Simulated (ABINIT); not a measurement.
**Beyond one shot: CsPbI2Br (P4/mmm)**

Aim: iterate the self-energy on CsPbI2Br (P4/mmm) and follow the gap from cycle to cycle.

Program: ABINIT 10.8.3. Level of theory: PBE and many-body steps on it, plane waves. Results are calculated unless marked as measured.

This is a report of a sequence of runs, with most program output left out.

### 1. Starting point

It takes space group P4/mmm (No. 123, tetragonal). The conventional cell has a = 6.375 Å, b = 6.375 Å, c = 5.962 Å, α = 90.00°, β = 90.00°, γ = 90.00°. Nearest to Cs lie 8 I at 4.36 Å and 4 Br at 4.51 Å. Pb has 2 Br at 2.98 Å and 4 I at 3.19 Å nearest. Nearest to I lie 2 Pb at 3.19 Å and 4 Cs at 4.36 Å. Nearest to Br lie 2 Pb at 2.98 Å and 4 Cs at 4.51 Å. Farther neighbours and most contacts between anions are not listed.

The cell and positions are those that the Materials Project relaxed with its own functionals (PBE, PBE+U or r2SCAN), kept fixed. Spin-orbit coupling is left out unless a step names it.

### 2. Empty states on the mesh, 2×2×2 mesh, 299 bands

This step: ABINIT 10.8.3; DFT, PBE, plane waves, norm-conserving pseudopotentials.

The sums over transitions need many empty states on a uniform mesh; this step solves for them.

Contents of run.abi:

```
acell 3*1.0 Angstrom
rprim 
  6.375296000000 0.000000000000 0.000000000000
  0.000000000000 6.375296000000 0.000000000000
  0.000000000000 0.000000000000 5.962220000000
ntypat 4
znucl 55 82 53 35
natom 5
typat 1 2 3 3 4
xred 
  0.500000000000 0.500000000000 0.500000000000
  0.000000000000 0.000000000000 0.000000000000
  0.000000000000 0.500000000000 0.000000000000
  0.500000000000 0.000000000000 0.000000000000
  0.000000000000 0.000000000000 0.500000000000
pp_dirpath "pseudos"
pseudos "Cs.upf, Pb.upf, I.upf, Br.upf"
ecut 34
ngkpt 2 2 2
nshiftk 1
shiftk 0 0 0
kptopt 1
chksymbreak 0
iscf -2
irdden 1
istwfk *1
nband 299
nbdbuf 26
tolwfr 1e-09
nstep 60
prtvol 0
indata_prefix "in"
outdata_prefix "out"
tmpdata_prefix "tmp"
```

Launch:

```bash
$ OMP_NUM_THREADS=1 mpirun -n 8 abinit run.abi > log
```

Run time: 5.2 min. Hardware: 8 MPI ranks of AMD EPYC 9R45, shared host; peak memory 1.3 GiB; 42 min of CPU time.

Numbers from this step:

```yaml
gap: 1.485 eV
k_of_the_valence_top: 0.5, 0.5, 0.5
k_of_the_conduction_bottom: 0.5, 0.5, 0.5
least_direct_gap: 1.485 eV
k_points_computed: 6
lowest_point_of_the_top_converged_band_above_the_valence_top: 48.67 eV
```

On this mesh the gap is 1.485 eV.

The density comes from a self-consistent run that is not shown.

### 3. Screening, 2×2×2 mesh, 273 bands, screening to 106.1 eV

The RPA dielectric matrix is built and inverted for each q.

This step: RPA screening on PBE, plane waves, norm-conserving pseudopotentials.

Changes to run.abi since step 2:

```diff
@@ -23,10 +23,11 @@
 chksymbreak 0
-iscf -2
-irdden 1
 istwfk *1
-nband 299
-nbdbuf 26
-tolwfr 1e-09
-nstep 60
-prtvol 0
+occopt 1
+irdwfk 1
+optdriver 3
+nband 273
+ecuteps 3.9
+inclvkb 2
+awtr 1
+symchi 1
 indata_prefix "in"
```

It took 2.6 min on 8 MPI ranks; peak memory 7.1 GiB.

Numbers from this step:

```
ε∞ with local fields, on this mesh, along the program's q direction : 9.842
the same without local fields                                       : 11.19
plasma frequency                                                    : 23.61 eV
plane waves in the screening matrix                                 : 603
```

Local fields lower ε∞ by 12 %. On a Γ-centred mesh this coarse the value itself is usually too large, while a short band sum pulls it down.

### 4. G0W0

The self-energy is evaluated for the states that the input lists, and the levels follow from it, in one-shot runs by the linearised quasiparticle equation.

This step: G0W0 on PBE, plane waves, norm-conserving pseudopotentials.

Changes to run.abi since step 3:

```diff
@@ -26,8 +26,17 @@
 irdwfk 1
-optdriver 3
+optdriver 4
 nband 273
+gwcalctyp 0
+ecutsigx 34
+symsigma 1
+nkptgw 2
+kptgw 
+  0.5000000000 0.5000000000 0.5000000000
+  0.0000000000 0.0000000000 0.0000000000
+bdgw 
+  48 51
+  48 51
 ecuteps 3.9
-inclvkb 2
-awtr 1
-symchi 1
+irdscr 1
+ppmodel 1
 indata_prefix "in"
```

The job ended after 27 s (8 MPI ranks; peak memory 4.6 GiB; 3.5 min of CPU time).

This step gave:

```yaml
g0w0_gap_on_the_points_computed: 2.551 eV
starting_gap_on_the_mesh: 1.485 eV
k_of_the_valence_top: 0.5, 0.5, 0.5
k_of_the_conduction_bottom: 0.5, 0.5, 0.5
z_at_the_valence_top: 0.798
z_at_the_conduction_bottom: 0.811
least_direct_g0w0_gap_on_the_computed_points: 2.551 eV
```

The gap on the mesh goes from 1.48 eV to 2.55 eV, a correction of +1.07 eV.

### 5. evGW0, cycle 1

This step: evGW0 on PBE, plane waves, norm-conserving pseudopotentials.

Changes to run.abi since step 4:

```diff
@@ -28,12 +28,20 @@
 nband 273
-gwcalctyp 0
+gwcalctyp 10
 ecutsigx 34
 symsigma 1
-nkptgw 2
+nkptgw 6
 kptgw 
+  0.0000000000 0.0000000000 0.0000000000
+  0.5000000000 0.0000000000 0.0000000000
+  0.5000000000 0.5000000000 0.0000000000
+  0.0000000000 0.0000000000 0.5000000000
+  0.5000000000 0.0000000000 0.5000000000
   0.5000000000 0.5000000000 0.5000000000
-  0.0000000000 0.0000000000 0.0000000000
 bdgw 
-  48 51
-  48 51
+  37 55
+  37 55
+  37 55
+  37 55
+  37 55
+  37 55
 ecuteps 3.9
```

It took 5.8 min on 8 MPI ranks; peak memory 7.7 GiB; 47 min of CPU time.

This step gave:

```
quasiparticle gap on the mesh                         : 2.809 eV
gap of the density functional on the mesh             : 1.485 eV
k of the valence top                                  : 0.5, 0.5, 0.5
k of the conduction bottom                            : 0.5, 0.5, 0.5
Z at the valence top                                  : 0.798
Z at the conduction bottom                            : 0.811
least direct quasiparticle gap on the computed points : 2.809 eV
```

Against G0W0 in ABINIT (2×2×2 mesh, 273 bands, screening to 106.1 eV, Godby-Needs plasmon pole), the gap moves by +0.258 eV. This first cycle still uses the starting levels; it takes the full correction, at all points of the mesh, and its linearised value is 2.551 eV.

### 6. evGW0, cycle 2

The corrected levels of the last cycle go back in.

Changes to run.abi since step 5:

```diff
@@ -49,2 +49,3 @@
 ppmodel 1
+irdqps 1
 indata_prefix "in"
```

The job ended after 5.9 min (8 MPI ranks; peak memory 7.7 GiB).

This step gave:

| Quantity | Value |
| --- | --- |
| quasiparticle gap on the mesh | 2.701 eV |
| gap of the density functional on the mesh | 1.485 eV |
| k of the valence top | 0.5, 0.5, 0.5 |
| k of the conduction bottom | 0.5, 0.5, 0.5 |
| least direct quasiparticle gap on the computed points | 2.701 eV |

Against the cycle before, the gap moves by −0.108 eV.

### 7. evGW0, cycle 3

run.abi is that of step 6.

Elapsed: 5.6 min, on 8 MPI ranks; peak memory 7.7 GiB; 45 min of CPU time.

This step gave:

```yaml
quasiparticle_gap_on_the_mesh: 2.709 eV
gap_of_the_density_functional_on_the_mesh: 1.485 eV
k_of_the_valence_top: 0.5, 0.5, 0.5
k_of_the_conduction_bottom: 0.5, 0.5, 0.5
least_direct_quasiparticle_gap_on_the_computed_points: 2.709 eV
```

Against the cycle before, the gap moves by +0.008 eV.

### 8. Screening, 2×2×2 mesh, 273 bands, screening to 106.1 eV

This step: RPA screening on PBE, plane waves, norm-conserving pseudopotentials.

Changes to run.abi since step 7:

```diff
@@ -26,26 +26,13 @@
 irdwfk 1
-optdriver 4
+optdriver 3
 nband 273
+ecuteps 3.9
+inclvkb 2
+awtr 1
+symchi 1
 gwcalctyp 10
-ecutsigx 34
-symsigma 1
-nkptgw 6
-kptgw 
-  0.0000000000 0.0000000000 0.0000000000
-  0.5000000000 0.0000000000 0.0000000000
-  0.5000000000 0.5000000000 0.0000000000
-  0.0000000000 0.0000000000 0.5000000000
-  0.5000000000 0.0000000000 0.5000000000
-  0.5000000000 0.5000000000 0.5000000000
-bdgw 
-  37 55
-  37 55
-  37 55
-  37 55
-  37 55
-  37 55
-ecuteps 3.9
-irdscr 1
-ppmodel 1
-irdqps 1
+mbpt_sciss 1.286 eV
+nqptdm 1
+qptdm 
+  0 0 0
 indata_prefix "in"
```

It took 93 s on 8 MPI ranks; peak memory 7.4 GiB.

Numbers from this step:

| Item | Value |
| --- | --- |
| ε∞ with local fields, on this mesh, along the program's q direction | 7.146 |
| the same without local fields | 7.993 |
| plasma frequency | 23.61 eV |
| plane waves in the screening matrix | 603 |

This screening uses the functional's bands under a rigid shift, the mean opening of the cycle before.

### 9. Screening, 2×2×2 mesh, 273 bands, screening to 106.1 eV

This step: RPA screening on PBE from quasiparticle energies, plane waves, norm-conserving pseudopotentials.

Changes to run.abi since step 8:

```diff
@@ -32,7 +32,11 @@
 symchi 1
+irdqps 1
 gwcalctyp 10
-mbpt_sciss 1.286 eV
-nqptdm 1
+nqptdm 5
 qptdm 
-  0 0 0
+  0.5000000000 0.0000000000 0.0000000000
+  0.5000000000 0.5000000000 0.0000000000
+  0.0000000000 0.0000000000 0.5000000000
+  0.5000000000 0.0000000000 0.5000000000
+  0.5000000000 0.5000000000 0.5000000000
 indata_prefix "in"
```

Contents of mrgscr.stdin:

```
2
merged
q0_SCR
out_SCR
1
```

Launch:

```bash
$ OMP_NUM_THREADS=1 mpirun -n 8 abinit run.abi > log; mrgscr < mrgscr.stdin
```

Elapsed: 50 s, on 8 MPI ranks; peak memory 6.2 GiB.

Numbers from this step:

```
plasma frequency                    : 23.61 eV
plane waves in the screening matrix : 603
```

This screening reads the quasiparticle levels of the cycle before.

### 10. evGW, cycle 1

This step: evGW on PBE, plane waves, norm-conserving pseudopotentials.

Changes to run.abi since step 9:

```diff
@@ -26,12 +26,10 @@
 irdwfk 1
-optdriver 3
+optdriver 4
 nband 273
-ecuteps 3.9
-inclvkb 2
-awtr 1
-symchi 1
-irdqps 1
 gwcalctyp 10
-nqptdm 5
-qptdm 
+ecutsigx 34
+symsigma 1
+nkptgw 6
+kptgw 
+  0.0000000000 0.0000000000 0.0000000000
   0.5000000000 0.0000000000 0.0000000000
@@ -41,2 +39,13 @@
   0.5000000000 0.5000000000 0.5000000000
+bdgw 
+  37 55
+  37 55
+  37 55
+  37 55
+  37 55
+  37 55
+ecuteps 3.9
+irdscr 1
+ppmodel 1
+irdqps 1
 indata_prefix "in"
```

Launch:

```bash
$ OMP_NUM_THREADS=1 mpirun -n 8 abinit run.abi > log
```

It took 5.7 min on 8 MPI ranks; peak memory 7.7 GiB.

Numbers from this step:

* quasiparticle gap on the mesh: 2.979 eV
* gap of the density functional on the mesh: 1.485 eV
* k of the valence top: 0.5, 0.5, 0.5
* k of the conduction bottom: 0.5, 0.5, 0.5
* least direct quasiparticle gap on the computed points: 2.979 eV

Against G0W0 in ABINIT (2×2×2 mesh, 273 bands, screening to 106.1 eV, Godby-Needs plasmon pole), the gap moves by +0.428 eV.

### 11. Screening, 2×2×2 mesh, 273 bands, screening to 106.1 eV

This step: RPA screening on PBE, plane waves, norm-conserving pseudopotentials.

Changes to run.abi since step 10:

```diff
@@ -26,26 +26,13 @@
 irdwfk 1
-optdriver 4
+optdriver 3
 nband 273
+ecuteps 3.9
+inclvkb 2
+awtr 1
+symchi 1
 gwcalctyp 10
-ecutsigx 34
-symsigma 1
-nkptgw 6
-kptgw 
-  0.0000000000 0.0000000000 0.0000000000
-  0.5000000000 0.0000000000 0.0000000000
-  0.5000000000 0.5000000000 0.0000000000
-  0.0000000000 0.0000000000 0.5000000000
-  0.5000000000 0.0000000000 0.5000000000
-  0.5000000000 0.5000000000 0.5000000000
-bdgw 
-  37 55
-  37 55
-  37 55
-  37 55
-  37 55
-  37 55
-ecuteps 3.9
-irdscr 1
-ppmodel 1
-irdqps 1
+mbpt_sciss 1.576 eV
+nqptdm 1
+qptdm 
+  0 0 0
 indata_prefix "in"
```

It took 1.7 min on 8 MPI ranks; peak memory 7.3 GiB.

Numbers from this step:

```
ε∞ with local fields, on this mesh, along the program's q direction : 6.774
the same without local fields                                       : 7.560
plasma frequency                                                    : 23.61 eV
plane waves in the screening matrix                                 : 603
```

This screening uses the functional's bands under a rigid shift, the mean opening of the cycle before.

### 12. Screening, 2×2×2 mesh, 273 bands, screening to 106.1 eV

This step: RPA screening on PBE from quasiparticle energies, plane waves, norm-conserving pseudopotentials.

Changes to run.abi since step 11:

```diff
@@ -32,7 +32,11 @@
 symchi 1
+irdqps 1
 gwcalctyp 10
-mbpt_sciss 1.576 eV
-nqptdm 1
+nqptdm 5
 qptdm 
-  0 0 0
+  0.5000000000 0.0000000000 0.0000000000
+  0.5000000000 0.5000000000 0.0000000000
+  0.0000000000 0.0000000000 0.5000000000
+  0.5000000000 0.0000000000 0.5000000000
+  0.5000000000 0.5000000000 0.5000000000
 indata_prefix "in"
```

mrgscr.stdin is that of step 9.

Launch:

```bash
$ OMP_NUM_THREADS=1 mpirun -n 8 abinit run.abi > log; mrgscr < mrgscr.stdin
```

Wall time 55 s (8 MPI ranks); peak memory 6.2 GiB.

This step gave:

- plasma frequency: 23.61 eV
- plane waves in the screening matrix: 603

This screening reads the quasiparticle levels of the cycle before.

### 13. evGW, cycle 2

This step: evGW on PBE, plane waves, norm-conserving pseudopotentials.

Changes to run.abi since step 12:

```diff
@@ -26,12 +26,10 @@
 irdwfk 1
-optdriver 3
+optdriver 4
 nband 273
-ecuteps 3.9
-inclvkb 2
-awtr 1
-symchi 1
-irdqps 1
 gwcalctyp 10
-nqptdm 5
-qptdm 
+ecutsigx 34
+symsigma 1
+nkptgw 6
+kptgw 
+  0.0000000000 0.0000000000 0.0000000000
   0.5000000000 0.0000000000 0.0000000000
@@ -41,2 +39,13 @@
   0.5000000000 0.5000000000 0.5000000000
+bdgw 
+  37 55
+  37 55
+  37 55
+  37 55
+  37 55
+  37 55
+ecuteps 3.9
+irdscr 1
+ppmodel 1
+irdqps 1
 indata_prefix "in"
```

Launch:

```bash
$ OMP_NUM_THREADS=1 mpirun -n 8 abinit run.abi > log
```

It took 5.9 min on 8 MPI ranks; peak memory 7.7 GiB; 47 min of CPU time.

This step gave:

* quasiparticle gap on the mesh: 3.004 eV
* gap of the density functional on the mesh: 1.485 eV
* k of the valence top: 0.5, 0.5, 0.5
* k of the conduction bottom: 0.5, 0.5, 0.5
* least direct quasiparticle gap on the computed points: 3.004 eV

Against the cycle before, the gap moves by +0.025 eV.

### 14. Screening, 2×2×2 mesh, 273 bands, screening to 106.1 eV

This step: RPA screening on PBE, plane waves, norm-conserving pseudopotentials.

Changes to run.abi since step 13:

```diff
@@ -26,26 +26,13 @@
 irdwfk 1
-optdriver 4
+optdriver 3
 nband 273
+ecuteps 3.9
+inclvkb 2
+awtr 1
+symchi 1
 gwcalctyp 10
-ecutsigx 34
-symsigma 1
-nkptgw 6
-kptgw 
-  0.0000000000 0.0000000000 0.0000000000
-  0.5000000000 0.0000000000 0.0000000000
-  0.5000000000 0.5000000000 0.0000000000
-  0.0000000000 0.0000000000 0.5000000000
-  0.5000000000 0.0000000000 0.5000000000
-  0.5000000000 0.5000000000 0.5000000000
-bdgw 
-  37 55
-  37 55
-  37 55
-  37 55
-  37 55
-  37 55
-ecuteps 3.9
-irdscr 1
-ppmodel 1
-irdqps 1
+mbpt_sciss 1.602 eV
+nqptdm 1
+qptdm 
+  0 0 0
 indata_prefix "in"
```

The job ended after 99 s (8 MPI ranks; peak memory 7.4 GiB).

Numbers from this step:

* ε∞ with local fields, on this mesh, along the program's q direction: 6.744
* the same without local fields: 7.524
* plasma frequency: 23.61 eV
* plane waves in the screening matrix: 603

This screening uses the functional's bands under a rigid shift, the mean opening of the cycle before.

### 15. Screening, 2×2×2 mesh, 273 bands, screening to 106.1 eV

This step: RPA screening on PBE from quasiparticle energies, plane waves, norm-conserving pseudopotentials.

Changes to run.abi since step 14:

```diff
@@ -32,7 +32,11 @@
 symchi 1
+irdqps 1
 gwcalctyp 10
-mbpt_sciss 1.602 eV
-nqptdm 1
+nqptdm 5
 qptdm 
-  0 0 0
+  0.5000000000 0.0000000000 0.0000000000
+  0.5000000000 0.5000000000 0.0000000000
+  0.0000000000 0.0000000000 0.5000000000
+  0.5000000000 0.0000000000 0.5000000000
+  0.5000000000 0.5000000000 0.5000000000
 indata_prefix "in"
```

mrgscr.stdin is that of step 12.

Launch:

```bash
$ OMP_NUM_THREADS=1 mpirun -n 8 abinit run.abi > log; mrgscr < mrgscr.stdin
```

Run time: 51 s. Hardware: 8 MPI ranks; peak memory 6.2 GiB; 6.8 min of CPU time.

Numbers from this step:

| Property | Result |
| --- | --- |
| plasma frequency | 23.61 eV |
| plane waves in the screening matrix | 603 |

This screening reads the quasiparticle levels of the cycle before.

### 16. evGW, cycle 3

This step: evGW on PBE, plane waves, norm-conserving pseudopotentials.

Changes to run.abi since step 15:

```diff
@@ -26,12 +26,10 @@
 irdwfk 1
-optdriver 3
+optdriver 4
 nband 273
-ecuteps 3.9
-inclvkb 2
-awtr 1
-symchi 1
-irdqps 1
 gwcalctyp 10
-nqptdm 5
-qptdm 
+ecutsigx 34
+symsigma 1
+nkptgw 6
+kptgw 
+  0.0000000000 0.0000000000 0.0000000000
   0.5000000000 0.0000000000 0.0000000000
@@ -41,2 +39,13 @@
   0.5000000000 0.5000000000 0.5000000000
+bdgw 
+  37 55
+  37 55
+  37 55
+  37 55
+  37 55
+  37 55
+ecuteps 3.9
+irdscr 1
+ppmodel 1
+irdqps 1
 indata_prefix "in"
```

Launch:

```bash
$ OMP_NUM_THREADS=1 mpirun -n 8 abinit run.abi > log
```

Elapsed: 5.5 min, on 8 MPI ranks; peak memory 7.7 GiB; 44 min of CPU time.

Numbers from this step:

- quasiparticle gap on the mesh: 3.006 eV
- gap of the density functional on the mesh: 1.485 eV
- k of the valence top: 0.5, 0.5, 0.5
- k of the conduction bottom: 0.5, 0.5, 0.5
- least direct quasiparticle gap on the computed points: 3.006 eV

Against the cycle before, the gap moves by +0.002 eV.

### 17. Side by side

Times are wall times on 8 MPI ranks of AMD EPYC 9R45, shared host, good to a factor of about two. A run's time includes the screening step that it read.

```
           run   mesh  bands  screening cutoff (eV)  DFT gap (eV)  gap on the mesh (eV)  direct (eV)  ε∞ used     time
          G0W0  2×2×2    273                  106.1         1.485                 2.551        2.551     9.84  3.1 min
evGW0, cycle 1  2×2×2    273                  106.1         1.485                 2.809        2.809     9.84  8.5 min
evGW0, cycle 2  2×2×2    273                  106.1         1.485                 2.701        2.701     9.84  8.5 min
evGW0, cycle 3  2×2×2    273                  106.1         1.485                 2.709        2.709     9.84  8.2 min
 evGW, cycle 1  2×2×2    273                  106.1         1.485                 2.979        2.979     7.15  8.1 min
 evGW, cycle 2  2×2×2    273                  106.1         1.485                 3.004        3.004     6.77  8.5 min
 evGW, cycle 3  2×2×2    273                  106.1         1.485                 3.006        3.006     6.74  8.1 min
```

### 18. What came out

```json
{
 "G0W0": "2.551 eV",
 "evGW0, cycle 1": "2.809 eV",
 "evGW0, cycle 2": "2.701 eV",
 "evGW0, cycle 3": "2.709 eV",
 "evGW, cycle 1": "2.979 eV",
 "evGW, cycle 2": "3.004 eV",
 "evGW, cycle 3": "3.006 eV",
 "known limits": "not at the basis limit; no spin-orbit coupling; coarse k mesh"
}
```

Only the bands that the input lists are updated; the others, empty or deep, keep the functional's energies or take a rigid shift. The evGW loop starts from the last levels of evGW0, so its cycles and time come on top of those. evGW0 ends at 2.71 eV, +0.16 eV from G0W0, after 3 cycles that took 17 min beside the first screening; the last moved the gap by 0.008 eV. evGW ends at 3.01 eV, +0.46 eV from G0W0, after 3 cycles that took 25 min beside the first screening; the last moved the gap by 0.002 eV. The first cycle of evGW0 takes the full correction, without the factor Z, so it overshoots the one-shot value. Bands and cutoff are finite, so the gap is not at the basis limit. The miss can reach some tenths of an eV and take either sign; the mesh is an error of its own. The 2×2×2 mesh is coarse for this cell, which bears on the long-range parts of exchange and screening. Where an edge is built on 6p states of lead, bismuth or thallium, scalar-relativistic gaps usually stand too wide, by a few tenths to over one eV. In the updated screening the q = 0 part is built from Kohn-Sham bands under a rigid shift, the other q from the quasiparticle levels. The many-body steps are scalar-relativistic: spin-orbit coupling is not in them.

[Paths, hosts, dates, memory and timing lines, banners, echoed tables and standing remarks are left out of the program output.]

[Logs are printed without paths, hosts, clocks, repeated set-up lines and the standing remarks that a program may print on its own settings, such as how far it seeks lower states.]

[Runs of the session that timed out or met a known fault of the program may be left out.]

[Hosts, paths, dates, database ids (printed as entryN), source tags and the programs' standing remarks are cut or masked in the printed files.]

[G0W0 gaps are taken among the corrected bands and points alone; a level outside them can change the order at an edge.]

[Where Ansatz stands beside ABINIT at settings called matched, ABINIT's density can come from a denser mesh and the files from another edition; pairs whose starting gaps differed by over 0.03 eV were left out, so agreement reads better than it is.]
